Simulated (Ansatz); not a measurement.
# TiTeS monolayer, Janus: from the cell to its phonons, part 2 of 3

How does TiTeS monolayer, Janus vibrate, and is this structure a minimum?

Ansatz 0.2.0; DFT PBEsol, scalar-relativistic, plane waves, PAW; PAW set soft_1.

So far. Step 2 (Coarse relaxation): The program solves this slab on a cell height of its own, 30.0 Å, in place of the one typed.

## Step 4: Relaxing to small forces for the phonons

Phonons need a cell at rest on their own settings, so the relaxation is repeated with tight tolerances on forces and stress on the k mesh and occupations of the first response run.

Input file input.yaml:

```yaml
crystal:
  lattice:
    - [3.5199473128, 0.0, 0.0]
    - [-1.7599736564, 3.0483637929, 0.0]
    - [0.0, 0.0, 30.0]
  atoms:
    - { symbol: Ti, position: [0.0, 0.0, 0.3395746023] }
    - { symbol: S, position: [0.3333333333, 0.6666666667, 0.3806303095] }
    - { symbol: Te, position: [0.6666666667, 0.3333333333, 0.2764617549] }
  periodic: [true, true, false]
kpoints:
  mp_grid: { grid: [18, 18, 1] }
hamiltonian:
  xc: pbesol
  pseudopotentials: { kind: paw, azcp: { folder: soft_1 }, xc_functional: pbe }
scf:
  occupations: { method: methfessel_paxton, width: 0.2 }
output:
  forces: true
  stress: true
  eigenvalues: true
  write_density: true
  write_potential: true
  elf: true
  volumetric_format: npy
relax:
  adjacent_minimum: "off"
  f_tol: 0.001
  max_steps: 60
  cell: { stress_2d_tol: 0.002 }
```

Started as:

```
$ ansatz run input.yaml --threads 4 --pin off --max-ram 16384MiB --backend cpu --events-out ev --progress --plain --runs-dir out
```

Numbers of over 12 decimals in the logs are rounded to 6 here.

The program printed:

```text
[...]
Crystal: 3 atoms, lattice volume = 321.902 Å³
Basis set: ecut = 420 eV, 6239 PW (Γ), exchange–correlation on 48×48×432 points (8 copies of the dense FFT grid, shifted against one another)
Bands: 21, of which v1, the nominal top of the filled ones, is band 17 counted from 1 (16 counted from 0)
Symmetry: 6 space group operations
[...]
k-points: 37 of 324 (time reversal used)
[...]
k-point 36: bands = [... 13 lower, -9.2419, -8.1625, -7.5476, -7.2380, -3.9889, -3.8684, -3.7990, -2.4647]
--- Relaxed structure (4 steps of the walk, 3 accepted, 1 SCFs on fresh bases) ---
[...]
cell:  # Å, volume = 322.1621 Å³
    - [3.521367, 0.0, 0]
    - [-1.760684, 3.049593, 0]
    - [0, 0, 30.0]
  atoms:
    - { symbol: Ti, position: [0, 0, 0.339563] }
    - { symbol: S, position: [0.333333, 0.666667, 0.380588] }
    - { symbol: Te, position: [0.666667, 0.333333, 0.276516] }
[key lines of the parts left out:]
SCF converged after 7 iterations
Free energy (F): -10263.496698 eV
Fermi energy:    -4.876434 eV
P = ½ c Tr σ = -0.0012 N/m
```

Elapsed: 50 s, on 4 threads of Arm Neoverse V1, shared host; peak memory 0.74 GiB; 3.2 min of CPU time.

Little changed from the start: no atom moved by 0.005 Å and no cell edge by 0.1 %.

Numbers from this step:

| Item | Value |
| --- | --- |
| area per atom | 3.58 Å² |

Valence density in the ac plane at fractional y = 0.333, with atoms of Te within 0.2 Å of it. It is the smooth field of the valence electrons, not physical close to the nuclei.

Values in e/Å³, 24 rows by 14 columns, each cell a mean:
```
 0  0  0  0  0  0  0  0  0  0  0  0  0  0
 0  0  0  0  0  0  0  0  0  0  0  0  0  0
 0  0  0  0  0  0  0  0  0  0  0  0  0  0
 0  0  0  0  0  0  0  0  0  0  0  0  0  0
 0  0  0  0  0  0  0  0  0  0  0  0  0  0
 0  0  0  0  0  0  0  0  0  0  0  0  0  0
 0  0  0  0  0  0  0  0  0  0  0  0  0  0
 0  0  0  0  0  0  0  0  0  0  0  0  0  0
 0  0  0  0  0  0  0  0  0  0  0  0  0  0
 0  0  0  0  0  0  0  0  0  0  0  0  0  0
 0  0  0  0  0  0  0  0  0  0  0  0  0  0
 0  0  0  0  0  0  0  0  0  0  0  0  0  0
 0  0  0  0  0  0  0  0  0  0  0  0  0  0
 0  0  0  0  0  0  0  0  0  0  0  0  0  0
 0  0  0  0  0  0  0  0  0  0  0  0  0  0
 0  0  0  0  0  0  0  0  0  0  0  0  0  0
 0  0  0  0  0  0  0  1  1  2  2  1  1  0
 0  0  0  0  0  0  1  3  7 10  9  4  2  1
 0  0  0  0  0  0  0  0  0  0  0  0  0  0
 0  0  0  0  0  0  0  0  0  0  0  0  0  0
 0  0  0  0  0  0  0  0  0  0  0  0  0  0
 0  0  0  0  0  0  0  0  0  0  0  0  0  0
 0  0  0  0  0  0  0  0  0  0  0  0  0  0
 0  0  0  0  0  0  0  0  0  0  0  0  0  0
```
Columns run along a (3.5 Å), rows up along c (30.0 Å). Atoms in or near the plane, at fractional coordinates: Te at (0.67, 0.28).

ELF in the ac plane at fractional y = 0.333, with atoms of Te within 0.2 Å of it. It is the smooth field of the valence electrons, not physical close to the nuclei.

Ten even steps from '0' (0.00) to '9' (0.80), each cell a mean:
```
00000000000000
00000000000000
00000000000000
00000000000000
00000000000000
00000000000000
00000000000000
00000000000000
00000000000000
00000000000000
00000000000000
00000000000000
00000000000000
23332100000001
89999741000135
33333322211223
53224566555566
74236764212356
41002589999987
00000012233210
00000000000000
00000000000000
00000000000000
00000000000000
```
Columns run along a (3.5 Å), rows up along c (30.0 Å). Atoms in or near the plane, at fractional coordinates: Te at (0.67, 0.28).

Electrostatic potential energy in the ac plane at fractional y = 0.333, with atoms of Te within 0.2 Å of it. With pseudopotentials it is smooth inside the atoms' cores, unlike the true potential.

Ten even steps from '_' (-14 eV) to '@' (0 eV), each cell a mean:
```
@@@@@@@@@@@@@@@@@@@@@@@@@@@@
@@@@@@@@@@@@@@@@@@@@@@@@@@@@
@@@@@@@@@@@@@@@@@@@@@@@@@@@@
@@@@@@@@@@@@@@@@@@@@@@@@@@@@
@@@@@@@@@@@@@@@@@@@@@@@@@@@@
@@@@@@@@@@@@@@@@@@@@@@@@@@@@
@@@@@@@@@@@@@@@@@@@@@@@@@@@@
@@@@@@@@@@@@@@@@@@@@@@@@@@@@
@@@@@@@@@@@@@@@@@@@@@@@@@@@@
@@@@@@@@@@@@@@@@@@@@@@@@@@@@
@@@@@@@@@@@@@@@@@@@@@@@@@@@@
@@@@@@@@@@@@@@@@@@@@@@@@@@@@
@@@@@@@@@@@@@@@@@@@@@@@@@@@@
@@@@@@@@@@@@@@@@@@@@@@@@@@@@
**++++++**##%%@@@@@@@@@@%%%%
==::....--++**##%%%%%%####++
++++++++++==--::::::::::::--
==######++::____--++++..____
%%@@@@@@@@%%%%##********##%%
@@@@@@@@@@@@@@@@@@@@@@@@@@@@
@@@@@@@@@@@@@@@@@@@@@@@@@@@@
@@@@@@@@@@@@@@@@@@@@@@@@@@@@
@@@@@@@@@@@@@@@@@@@@@@@@@@@@
@@@@@@@@@@@@@@@@@@@@@@@@@@@@
```
Columns run along a (3.5 Å; values clipped at the 3rd and 97th percentile), rows up along c (30.0 Å). Atoms in or near the plane, at fractional coordinates: Te at (0.67, 0.28).

The largest force component left is 0.35 meV/Å, within the tolerances set.

## Step 5: Linear response at the zone centre

The zone centre comes first: it holds the modes that light can see, as far as symmetry allows. No field response is asked, since the mesh shows no gap.

input.yaml, the sections that differ from step 4:

```yaml
crystal:
  lattice:
    - [3.5213670935, 0.0, 0.0]
    - [-1.7606835467, 3.049593359, 0.0]
    - [0.0, 0.0, 30.0]
  atoms:
    - { symbol: Ti, position: [0.0, 0.0, 0.3395625317] }
    - { symbol: S, position: [0.3333333333, 0.6666666667, 0.3805884289] }
    - { symbol: Te, position: [0.6666666667, 0.3333333333, 0.2765157061] }
  periodic: [true, true, false]
output:
  eigenvalues: true
phonons:
  method: dfpt
# kpoints, hamiltonian, scf: as in step 4
# relax: removed
```

The program printed:

```text
[...]
Crystal: 3 atoms, lattice volume = 322.162 Å³
Basis set: ecut = 420 eV, 6239 PW (Γ), exchange–correlation on 48×48×432 points (8 copies of the dense FFT grid, shifted against one another)
Bands: 21, of which v1, the nominal top of the filled ones, is band 17 counted from 1 (16 counted from 0)
Symmetry: 6 space group operations
k-points: 91 of 324 (irreducible under 2 space group operations, time reversal used)
[...]
SCF iter   1: F=—  HF=-10264.169507 eV  |F-HF|=—  |Δ(HF+E_count)|=         —  Δρ=1.92e-2  dr2=3.23e0  ethr=3.10e-3  ⟨swp⟩=14.8  Hψ=16399  notcnv=0
[...]
SCF iter  13: F=-10263.496698 eV  HF=-10263.496698 eV  |F-HF|=1.09e-11  |Δ(HF+E_count)|=  4.66e-10  S|Δr|=    0.00e0  Δρ=1.37e-8  dr2=2.58e-12  ethr=1.00e-12  ⟨swp⟩=14.3  Hψ=14422  notcnv=0
SCF 1 converged in 13 iterations: F = -10263.496698 eV  dr2 = 2.58e-12
[...]
DFPT response loops at Γ: preconditioner auto → none (partly filled bands, converged f_vac=0.762); β = 0.50; Broyden in place of MSR1
SCF converged after 13 iterations
[...]
Free energy (F): -10263.496698 eV
[...]
Internal energy: -10263.498427 eV  (E = F + TS)
E sigma→0 (E₀):  -10263.497130 eV
Entropy (-TS):   0.001729 eV (0.576 meV/atom)
Fermi energy:    -4.876433 eV
[...]
--- Band table (eV; the first three rows and the last of 91) ---
  k-point 0: bands = [... 13 lower, -7.9578, -7.1166, -4.6376, -4.6376, -3.8520, -3.7948, -3.7948, -1.2604]
  k-point 1: bands = [... 13 lower, -7.9514, -7.0130, -4.8071, -4.7409, -4.1416, -3.7110, -3.5587, -1.5050]
  k-point 2: bands = [... 13 lower, -7.9347, -6.8249, -5.3676, -4.9574, -4.3277, -3.5587, -3.4332, -1.9564]
  k-point 90: bands = [... 13 lower, -8.4349, -8.1091, -7.3381, -6.9249, -4.3995, -3.7726, -3.5273, -2.4836]
--- Phonons (Γ-DFPT): 6 representative perturbations + reference, on 91 of 324 k-points (Σ response iterations 32) ---
  k mesh reduced under 2 symmetry operations, with k and −k counted as one. Each operation leaves every solved perturbation unchanged. A smaller set is not used because it would not reduce the number of displacements times k-points to solve
  ASR residual: 4.794e-5 → 0.000e0 eV/Å²; symmetrization residual: 1.699e-5 eV/Å²
  ASR residual per site (eV/Å²): 4.79e-5 2.13e-5 1.28e-5
  Γ frequencies (cm⁻¹): 0.00 0.00 0.00 121.22 121.22 205.36 265.90 265.90 367.73
  non-analytic LO–TO correction: not included (Born effective charges unavailable; polar crystals: no LO–TO splitting at Γ)
```

Wall time 3 min (4 threads); peak memory 2.3 GiB.

This step gave:

```yaml
sum_rule_residual_before_enforcement: 4.79e-5 eV/Å²
point_group: 3m
highest_optical_mode_at_the_zone_centre_no_lo_to_term: 367.7 cm⁻¹
lowest_optical_zone_centre_mode: 121.2 cm⁻¹
```

Patterns of degenerate modes are one choice out of their space. The modes at Γ (shares of kinetic energy by element, %):

| mode | frequency (cm⁻¹) | symmetry | Ti % | S % | Te % |
| --- | --- | --- | --- | --- | --- |
| 1 | 0.0 | acoustic | 23 | 15 | 61 |
| 2 | 0.0 | acoustic | 23 | 15 | 61 |
| 3 | 0.0 | acoustic | 23 | 15 | 61 |
| 4 | 121.2 | E | 38 | 23 | 38 |
| 5 | 121.2 | E | 38 | 23 | 38 |
| 6 | 205.4 | A1 | 18 | 46 | 36 |
| 7 | 265.9 | E | 39 | 61 | 0 |
| 8 | 265.9 | E | 39 | 61 | 0 |
| 9 | 367.7 | A1 | 59 | 38 | 3 |

Displacements in mode 5 (121.2 cm⁻¹), the largest set to 1:
```
Ti1 -1.00 -0.13  0.00
S2  -0.95 -0.12  0.00
Te3  0.61  0.08  0.00
```

Displacements in mode 8 (265.9 cm⁻¹), the largest set to 1:
```
Ti1 -0.65  0.17  0.00
S2   1.00 -0.25  0.00
Te3 -0.01  0.00  0.00
```

Before it was imposed, the acoustic sum rule was missed by 4.8e-5 eV/Å². Small misses are needed for a sound result but don't prove that mesh and cutoff are converged. The lowest optical mode is real, 121 cm⁻¹.

(Continued in part 3 of 3.)

[Logs are printed without paths, hosts, clocks, repeated set-up lines and the standing remarks that a program may print on its own settings, such as how far it seeks lower states.]

[Hosts, paths, dates, database ids (printed as entryN), source tags and the programs' standing remarks are cut or masked in the printed files.]
